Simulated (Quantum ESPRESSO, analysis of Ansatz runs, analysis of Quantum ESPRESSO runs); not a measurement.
# Local vibrational mode of the vacancy with four H in Ge (PBE) (Quantum ESPRESSO)

Aim: the local vibrational mode of the vacancy with four H in Ge, to be set beside the measurement. Set-up: PBE, GBRV 1.5 PBE, 32-site cell, PBE lattice, k: 2x2x2 shifted. The model is a cell of 32 host atoms with 1 Ge taken out and 4 H put in. The frequencies come from force constants among the defect atom and its neighbours, with the masses of the isotopes named. A local or semilocal functional is the cheapest first rung.

Measured beforehand: Ge-H stretch, T2: 2061.5 cm⁻¹ at 9 K, by FTIR absorption, uniaxial stress, isotope substitution (“Hydrogen-Related Defects in Proton-Implanted Silicon and Germanium: An Infrared Absorption Spectroscopy Study”, 1998, Michael Budde, 1998 (PhD thesis, University of Aarhus)).

Program: Quantum ESPRESSO 7.5. Level of theory: Quantum ESPRESSO plane-wave DFT, PBE, GBRV 1.5 PBE potentials; relaxation of all atoms of a defect supercell. Results are calculated unless marked as measured.

### 1. Starting point

The cell holds 35 atoms: 31 Ge and 4 H. Cell: a = 9.968 Å, b = 9.968 Å, c = 9.968 Å, α = 109.5°, β = 109.5°, γ = 109.5°. It derives from Ge (space group Fd-3m). Nearest the centre at fractional (0.500, 0.500, 0.500): H32 at 0.93 Å, H34 at 0.93 Å, H35 at 0.93 Å, H33 at 0.93 Å, Ge22 at 2.49 Å, Ge26 at 2.49 Å, Ge25 at 2.49 Å, Ge31 at 2.49 Å.

The host's primitive cell comes from a first run (Quantum ESPRESSO plane-wave DFT, PBE, GBRV 1.5 PBE potentials; relaxation of cell and atoms of a defect-free cell): vectors of 4.070, 4.070 and 4.070 Å. That is 23.83 Å³ an atom, 5.3 % over the diffraction cell's volume. The supercell is built on it.

### 2. Relaxation, charge 0

Every later number rests on the structure around the defect, so the atoms are relaxed at the host's lattice first.

Input file pw.in:

```
&CONTROL
  calculation = 'relax'
  prefix = 'pwscf'
  outdir = './tmp'
  pseudo_dir = './pseudo'
  tprnfor = .true.
  disk_io = 'low'
  nstep = 70
  forc_conv_thr = 0.00039
  etot_conv_thr = 0.0001
/
&SYSTEM
  ibrav = 0
  nat = 35
  ntyp = 2
  ecutwfc = 45
  ecutrho = 360
  nbnd = 223
  occupations = 'smearing'
  smearing = 'fd'
  degauss = 0.00073499
/
&ELECTRONS
  conv_thr = 4d-08
  electron_maxstep = 100
  mixing_beta = 0.5
/
&IONS
  ion_dynamics = 'bfgs'
/
ATOMIC_SPECIES
Ge    72.6300 ge_pbe_v1.4.uspp.F.UPF
H      1.0080 h_pbe_v1.4.uspp.F.UPF
CELL_PARAMETERS angstrom
  -5.7552132298    5.7552132298    5.7552132298
   5.7552132298   -5.7552132298    5.7552132298
   5.7552132298    5.7552132298   -5.7552132298
ATOMIC_POSITIONS crystal
Ge     0.0000000000    0.0000000000    0.5000000000
Ge     0.0000000000    0.2500000000    0.2500000000
Ge     0.0000000000    0.5000000000    0.0000000000
Ge     0.0000000000    0.7500000000    0.7500000000
Ge     0.2500000000    0.0000000000    0.2500000000
Ge     0.2500000000    0.2500000000    0.0000000000
Ge     0.2500000000    0.5000000000    0.7500000000
Ge     0.2500000000    0.7500000000    0.5000000000
Ge     0.5000000000    0.0000000000    0.0000000000
Ge     0.5000000000    0.2500000000    0.7500000000
Ge     0.5000000000    0.7500000000    0.2500000000
Ge     0.7500000000    0.0000000000    0.7500000000
Ge     0.7500000000    0.2500000000    0.5000000000
Ge     0.7500000000    0.5000000000    0.2500000000
Ge     0.7500000000    0.7500000000    0.0000000000
Ge     0.0000000000    0.0000000000    0.2500000000
Ge     0.0000000000    0.2500000000    0.0000000000
Ge     0.0000000000    0.5000000000    0.7500000000
Ge     0.0000000000    0.7500000000    0.5000000000
Ge     0.2500000000    0.0000000000    0.0000000000
Ge     0.2500000000    0.2500000000    0.7500000000
Ge     0.2500000000    0.5000000000    0.5000000000
Ge     0.2500000000    0.7500000000    0.2500000000
Ge     0.5000000000    0.0000000000    0.7500000000
Ge     0.5000000000    0.2500000000    0.5000000000
Ge     0.5000000000    0.5000000000    0.2500000000
Ge     0.5000000000    0.7500000000    0.0000000000
Ge     0.7500000000    0.0000000000    0.5000000000
Ge     0.7500000000    0.2500000000    0.2500000000
Ge     0.7500000000    0.5000000000    0.0000000000
Ge     0.7500000000    0.7500000000    0.7500000000
H      0.4071490000    0.5000000000    0.5000000000
H      0.5000000000    0.4071490000    0.5000000000
H      0.5000000000    0.5000000000    0.4071490000
H      0.5928510000    0.5928510000    0.5928510000
K_POINTS automatic
2 2 2 1 1 1
```

On the command line:

```sh
$ OMP_NUM_THREADS=1 mpirun -n 4 pw.x -nk 2 -in pw.in > pw.out
```

What it wrote:

```text
This program is part of the open-source Quantum ESPRESSO suite
     for quantum simulation of materials; please cite
         "P. Giannozzi et al., J. Phys.:Condens. Matter 21 395502 (2009);
         "P. Giannozzi et al., J. Phys.:Condens. Matter 29 465901 (2017);
         "P. Giannozzi et al., J. Chem. Phys. 152 154105 (2020);
          URL
     in publications or presentations arising from this work. More details at

     Message from routine setup:
     using ibrav=0 with symmetry is DISCOURAGED, use correct ibrav instead

     K-points division:     npool     =       2
     Subspace diagonalization in iterative solution of the eigenvalue problem:
     a serial algorithm will be used

     --------------------
     sticks:   dense  smooth     PW     G-vecs:    dense   smooth      PW
     Min        4784    2399    639               296796   104941   14597
     Max        4785    2400    640               296797   104942   14600
     Sum        9569    4799   1279               593593   209883   29197

     Using Slab Decomposition

     bravais-lattice index     =            0
     lattice parameter (alat)  =      18.8374  a.u.
     unit-cell volume          =    5145.6572 (a.u.)^3
     number of atoms/cell      =           35
     number of atomic types    =            2
     number of electrons       =       438.00
     number of Kohn-Sham states=          223
     kinetic-energy cutoff     =      45.0000  Ry
     charge density cutoff     =     360.0000  Ry
     scf convergence threshold =      4.0E-08
     mixing beta               =       0.5000
     number of iterations used =            8  plain     mixing
     energy convergence thresh.=      1.0E-04
     force convergence thresh. =      3.9E-04
     Exchange-correlation=  SLA  PW   PBX  PBC
                           (   1   4   3   4   0   0   0)
     nstep                     =           70

     celldm(1)=  18.837398  celldm(2)=   0.000000  celldm(3)=   0.000000
     celldm(4)=   0.000000  celldm(5)=   0.000000  celldm(6)=   0.000000

     crystal axes: (cart. coord. in units of alat)
               a(1) = (  -0.577350   0.577350   0.577350 )
               a(2) = (   0.577350  -0.577350   0.577350 )
               a(3) = (   0.577350   0.577350  -0.577350 )

     reciprocal axes: (cart. coord. in units 2 pi/alat)
               b(1) = ( -0.000000  0.866025  0.866025 )
               b(2) = (  0.866025 -0.000000  0.866025 )
               b(3) = (  0.866025  0.866025  0.000000 )

     PseudoPot. # 1 for Ge read from file:
     ge_pbe_v1.4.uspp.F.UPF
     Pseudo is Ultrasoft + core correction, Zval = 14.0
     Generated by new atomic code, or converted to UPF format
     Using radial grid of  873 points,  6 beta functions with:
                l(1) =   0
                l(2) =   0
                l(3) =   1
                l(4) =   1
                l(5) =   2
                l(6) =   2
     Q(r) pseudized with  8 coefficients,  rinner =    1.400   1.400   1.400
                                                       1.400   1.400

     PseudoPot. # 2 for H  read from file:
     h_pbe_v1.4.uspp.F.UPF
     Pseudo is Ultrasoft, Zval =  1.0
     Generated by new atomic code, or converted to UPF format
     Using radial grid of  615 points,  2 beta functions with:
                l(1) =   0
                l(2) =   0
     Q(r) pseudized with  8 coefficients,  rinner =    0.700

     atomic species   valence    mass     pseudopotential
     Ge               14.00    72.63000     Ge( 1.00)
     H                 1.00     1.00800     H ( 1.00)

     24 Sym. Ops. (no inversion) found (18 have fractional translation)

   Cartesian axes

     site n.     atom                  positions (alat units)
         1        Ge     tau(   1) = (   0.2886751   0.2886751  -0.2886751  )
         2        Ge     tau(   2) = (   0.2886751   0.0000000   0.0000000  )
         3        Ge     tau(   3) = (   0.2886751  -0.2886751   0.2886751  )
         4        Ge     tau(   4) = (   0.8660254  -0.0000000   0.0000000  )
         5        Ge     tau(   5) = (   0.0000000   0.2886751   0.0000000  )
         6        Ge     tau(   6) = (   0.0000000   0.0000000   0.2886751  )
         7        Ge     tau(   7) = (   0.5773503   0.2886751   0.0000000  )
         8        Ge     tau(   8) = (   0.5773503  -0.0000000   0.2886751  )
         9        Ge     tau(   9) = (  -0.2886751   0.2886751   0.2886751  )
        10        Ge     tau(  10) = (   0.2886751   0.5773503   0.0000000  )
        11        Ge     tau(  11) = (   0.2886751  -0.0000000   0.5773503  )
        12        Ge     tau(  12) = (  -0.0000000   0.8660254   0.0000000  )
        13        Ge     tau(  13) = (   0.0000000   0.5773503   0.2886751  )
        14        Ge     tau(  14) = (   0.0000000   0.2886751   0.5773503  )
        15        Ge     tau(  15) = (   0.0000000  -0.0000000   0.8660254  )
        16        Ge     tau(  16) = (   0.1443376   0.1443376  -0.1443376  )
[...]
24        Ge     tau(  24) = (   0.1443376   0.7216878  -0.1443376  )
        25        Ge     tau(  25) = (   0.1443376   0.4330127   0.1443376  )
        26        Ge     tau(  26) = (   0.1443376   0.1443376   0.4330127  )
        27        Ge     tau(  27) = (   0.1443376  -0.1443376   0.7216878  )
        28        Ge     tau(  28) = (  -0.1443376   0.7216878   0.1443376  )
        29        Ge     tau(  29) = (  -0.1443376   0.4330127   0.4330127  )
        30        Ge     tau(  30) = (  -0.1443376   0.1443376   0.7216878  )
        31        Ge     tau(  31) = (   0.4330127   0.4330127   0.4330127  )
        32        H      tau(  32) = (   0.3422827   0.2350676   0.2350676  )
        33        H      tau(  33) = (   0.2350676   0.3422827   0.2350676  )
        34        H      tau(  34) = (   0.2350676   0.2350676   0.3422827  )
        35        H      tau(  35) = (   0.3422827   0.3422827   0.3422827  )

     number of k points=     2  Fermi-Dirac smearing, width (Ry)=  0.0007
                       cart. coord. in units 2pi/alat
        k(    1) = (   0.4330127   0.4330127   0.4330127), wk =   0.5000000
        k(    2) = (   0.0000000   0.0000000   0.4330127), wk =   1.5000000

     Dense  grid:   593593 G-vectors     FFT dimensions: ( 120, 120, 120)

     Smooth grid:   209883 G-vectors     FFT dimensions: (  90,  90,  90)

     Initial potential from superposition of free atoms

     starting charge     437.9729, renormalised to     438.0000
     Starting wfcs are  283 randomized atomic wfcs

     Self-consistent Calculation

     iteration #  1     ecut=    45.00 Ry     beta= 0.50
[...]
Ge               0.7499792750        0.7499792750       -0.0000793751
Ge              -0.0000355266       -0.0000355266        0.2499398796
[...]
NEW-OLD atomic charge density approx. for the potential

     Self-consistent Calculation

[... 77 further cycles ...]
     iteration #  4     ecut=    45.00 Ry     beta= 0.50
     Davidson diagonalization with overlap
     ethr =  2.47E-11,  avg # of iterations =  3.5

     total energy              =   -6627.72966334 Ry
     estimated scf accuracy    <       0.00000002 Ry

     iteration #  5     ecut=    45.00 Ry     beta= 0.50
     Davidson diagonalization with overlap
     ethr =  5.15E-12,  avg # of iterations =  3.0

     total energy              =   -6627.72966335 Ry
     estimated scf accuracy    <          1.8E-09 Ry

     iteration #  6     ecut=    45.00 Ry     beta= 0.50
     Davidson diagonalization with overlap
     ethr =  4.14E-13,  avg # of iterations =  3.0

     End of self-consistent calculation

          k = 0.4330 0.4330 0.4330 ( 26284 PWs)   bands (ev):

[...]
6.6594   6.6594   6.6594   8.0698   8.0698   8.0698   8.3035

          k = 0.0000 0.0000 0.4330 ( 26259 PWs)   bands (ev):

[...]
6.1888   6.6366   6.6366   8.2368   8.7768   8.7768   8.9115

     the Fermi energy is     7.3630 ev

!    total energy              =   -6627.72966335 Ry
     estimated scf accuracy    <          1.3E-10 Ry
     smearing contrib. (-TS)   =       0.00000000 Ry
     internal energy E=F+TS    =   -6627.72966335 Ry

     The total energy is F=E-TS. E is the sum of the following terms:
     one-electron contribution =   -4519.07173495 Ry
     hartree contribution      =    2650.55964587 Ry
     xc contribution           =   -1810.02470183 Ry
     ewald contribution        =   -2949.19287244 Ry

     convergence has been achieved in   6 iterations

     Forces acting on atoms (cartesian axes, Ry/au):

[...]
Total force =     0.003062     Total SCF correction =     0.000064
     Energy error            =      4.8E-05 Ry
     Gradient error          =      5.5E-04 Ry/Bohr

     number of scf cycles    =  13
     number of bfgs steps    =  12

     energy             old  =   -6627.7296151431 Ry
     energy             new  =   -6627.7296633460 Ry

     CASE: energy            _new < energy            _old

     new trust radius        =       0.0050464461 bohr
     new conv_thr            =       0.0000000004 Ry

ATOMIC_POSITIONS (crystal)
[...]
NEW-OLD atomic charge density approx. for the potential

     Self-consistent Calculation

     iteration #  1     ecut=    45.00 Ry     beta= 0.50
     Davidson diagonalization with overlap
     ethr =  1.00E-06,  avg # of iterations =  3.0

     Threshold (ethr) on eigenvalues was too large:
     Diagonalizing with lowered threshold

     Davidson diagonalization with overlap
     ethr =  1.18E-09,  avg # of iterations =  5.5

     total energy              =   -6627.72970443 Ry
     estimated scf accuracy    <       0.00000688 Ry

     iteration #  2     ecut=    45.00 Ry     beta= 0.50
     Davidson diagonalization with overlap
     ethr =  1.57E-09,  avg # of iterations =  2.0

     total energy              =   -6627.72970535 Ry
     estimated scf accuracy    <       0.00000104 Ry

     iteration #  3     ecut=    45.00 Ry     beta= 0.50
     Davidson diagonalization with overlap
     ethr =  2.37E-10,  avg # of iterations =  2.0

     total energy              =   -6627.72970548 Ry
     estimated scf accuracy    <       0.00000020 Ry

     iteration #  4     ecut=    45.00 Ry     beta= 0.50
     Davidson diagonalization with overlap
     ethr =  4.58E-11,  avg # of iterations =  3.0

     total energy              =   -6627.72970549 Ry
     estimated scf accuracy    <       0.00000003 Ry

     iteration #  5     ecut=    45.00 Ry     beta= 0.50
     Davidson diagonalization with overlap
     ethr =  7.88E-12,  avg # of iterations =  3.0

     total energy              =   -6627.72970550 Ry
     estimated scf accuracy    <          2.7E-09 Ry

     iteration #  6     ecut=    45.00 Ry     beta= 0.50
     Davidson diagonalization with overlap
     ethr =  6.08E-13,  avg # of iterations =  3.0

     total energy              =   -6627.72970550 Ry
     estimated scf accuracy    <          4.1E-10 Ry

     iteration #  7     ecut=    45.00 Ry     beta= 0.50
     Davidson diagonalization with overlap
     ethr =  1.00E-13,  avg # of iterations =  3.0

     End of self-consistent calculation

          k = 0.4330 0.4330 0.4330 ( 26284 PWs)   bands (ev):

[...]
6.6598   6.6598   6.6598   8.0690   8.0690   8.0690   8.3054

          k = 0.0000 0.0000 0.4330 ( 26259 PWs)   bands (ev):

[...]
-16.8779 -16.8773 -16.8772  -4.6521  -3.7694  -3.7666  -3.7666  -3.5965
    -3.0827  -3.0564  -3.0564  -2.9290  -2.7316  -2.2316  -2.2316  -2.2226
    -1.9871  -1.2351  -1.2351  -1.1652  -0.9288  -0.0814  -0.0814  -0.0450
     0.0889   0.5091   0.5126   0.5126   0.5801   0.9889   2.0601   2.0601
     2.1835   2.5491   3.4017   3.4017   3.4314   3.5880   4.0072   4.1150
     4.1150   4.2218   4.5644   4.6074   4.6074   4.7883   4.7901   4.7958
     4.7958   4.8602   4.8602   4.8969   4.9098   5.0160   5.0160   5.0321
     5.1609   5.8218   5.9109   5.9109   5.9897   6.0322   6.0322   6.0598
     6.1886   6.6369   6.6369   8.2371   8.7765   8.7765   8.9130

     the Fermi energy is     7.3645 ev

!    total energy              =   -6627.72970550 Ry
     estimated scf accuracy    <          5.3E-11 Ry
     smearing contrib. (-TS)   =       0.00000000 Ry
     internal energy E=F+TS    =   -6627.72970550 Ry

     The total energy is F=E-TS. E is the sum of the following terms:
     one-electron contribution =   -4519.14809831 Ry
     hartree contribution      =    2650.59824629 Ry
     xc contribution           =   -1810.02570314 Ry
     ewald contribution        =   -2949.15415034 Ry

     convergence has been achieved in   7 iterations

     Forces acting on atoms (cartesian axes, Ry/au):

[...]
atom   28 type  1   force =    -0.00005631    0.00005631   -0.00014547
     atom   29 type  1   force =     0.00014547   -0.00005631   -0.00005631
     atom   30 type  1   force =    -0.00005631   -0.00014547    0.00005631
     atom   31 type  1   force =     0.00034682    0.00034682    0.00034682
     atom   32 type  2   force =     0.00024819   -0.00024819   -0.00024819
     atom   33 type  2   force =    -0.00024819    0.00024819   -0.00024819
     atom   34 type  2   force =    -0.00024819   -0.00024819    0.00024819
     atom   35 type  2   force =     0.00024819    0.00024819    0.00024819

     Total force =     0.001828     Total SCF correction =     0.000041
     Energy error            =      4.2E-05 Ry
     Gradient error          =      3.5E-04 Ry/Bohr

     bfgs converged in  14 scf cycles and  13 bfgs steps
     (criteria: energy <  1.0E-04 Ry, force <  3.9E-04 Ry/Bohr)

     End of BFGS Geometry Optimization

     Final energy             =   -6627.7297055018 Ry

     File ./tmp/pwscf.bfgs deleted, as requested
Begin final coordinates

ATOMIC_POSITIONS (crystal)
[...]
Ge               0.7515047581       -0.0007885827        0.5000000000
Ge               0.7477066592        0.2484952419        0.2484952419
Ge               0.7515047581        0.5000000000       -0.0007885827
Ge               0.7683399944        0.7683399944        0.7683399944
H                0.3867256034        0.5000000000        0.5000000000
H                0.5000000000        0.3867256034        0.5000000000
H                0.5000000000        0.5000000000        0.3867256034
H                0.6132743966        0.6132743966        0.6132743966
End final coordinates

=------------------------------------------------------------------------------=
   JOB DONE.
=------------------------------------------------------------------------------=
```

The job ended after 35 min (4 MPI ranks of Arm Neoverse V1, shared host; peak memory 3.7 GiB; 2.3 h of CPU time).

Step by step:

```
step  energy less that of the first step (eV)
   0                                   0.0000
   1                                  -0.0833
   2                                  -0.1636
   3                                  -0.2644
   4                                  -0.3764
   5                                  -0.4695
   6                                  -0.4924
   7                                  -0.5010
   8                                  -0.5092
   9                                  -0.5119
  10                                  -0.5127
  11                                  -0.5130
  12                                  -0.5137
  13                                  -0.5143
```

The atoms that moved most (Å):

```
atom      dx      dy      dz  length
 H32   0.118  -0.118  -0.118   0.204
 H35   0.118   0.118   0.118   0.204
 H34  -0.118  -0.118   0.118   0.204
 H33  -0.118   0.118  -0.118   0.204
Ge22   0.106  -0.106  -0.106   0.183
Ge26  -0.106  -0.106   0.106   0.183
Ge25  -0.106   0.106  -0.106   0.183
Ge31   0.106   0.106   0.106   0.183
```

Final coordinates:

```
CELL_PARAMETERS angstrom
-5.75521 5.75521 5.75521
5.75521 -5.75521 5.75521
5.75521 5.75521 -5.75521
ATOMIC_POSITIONS crystal
Ge 0.00000 0.00000 0.50000
Ge 0.99535 0.24764 0.24764
Ge 0.00000 0.50000 0.00000
Ge 0.00465 0.75229 0.75229
Ge 0.24764 0.99535 0.24764
Ge 0.24764 0.24764 0.99535
Ge 0.24771 0.50000 0.75236
Ge 0.24771 0.75236 0.50000
Ge 0.50000 0.00000 0.00000
Ge 0.50000 0.24771 0.75236
Ge 0.50000 0.75236 0.24771
Ge 0.75229 0.00465 0.75229
Ge 0.75236 0.24771 0.50000
Ge 0.75236 0.50000 0.24771
Ge 0.75229 0.75229 0.00465
Ge 0.00079 0.00079 0.25229
Ge 0.00079 0.25229 0.00079
Ge 0.99921 0.50000 0.75150
Ge 0.99921 0.75150 0.50000
Ge 0.25229 0.00079 0.00079
Ge 0.24850 0.24850 0.74771
Ge 0.23166 0.50000 0.50000
Ge 0.24850 0.74771 0.24850
Ge 0.50000 0.99921 0.75150
Ge 0.50000 0.23166 0.50000
Ge 0.50000 0.50000 0.23166
Ge 0.50000 0.75150 0.99921
Ge 0.75150 0.99921 0.50000
Ge 0.74771 0.24850 0.24850
Ge 0.75150 0.50000 0.99921
Ge 0.76834 0.76834 0.76834
H 0.38673 0.50000 0.50000
H 0.50000 0.38673 0.50000
H 0.50000 0.50000 0.38673
H 0.61327 0.61327 0.61327
```

The atoms nearest to the centre after the run:

```
atom  distance (Å)
 H32         1.129
 H35         1.129
 H34         1.129
 H33         1.129
Ge26         2.675
Ge31         2.675
Ge22         2.675
Ge25         2.675
```

Neighbours of the added atoms: H32: Ge22 1.55, H34 1.84, H33 1.84 Å; H33: Ge25 1.55, H34 1.84, H32 1.84 Å; H34: Ge26 1.55, H33 1.84, H32 1.84 Å; H35: Ge31 1.55, H33 1.84, H32 1.84 Å.

(Part 1 of 2 ends here.)

[Logs are printed without paths, hosts, clocks, repeated set-up lines and the standing remarks that a program may print on its own settings, such as how far it seeks lower states.]

[Hosts, paths, dates, database ids (printed as entryN), source tags and the programs' standing remarks are cut or masked in the printed files.]

[For some hosts the program warned that the k-mesh of the response run may be too coarse for force constants and the static dielectric constant; such warnings are not shown here.]
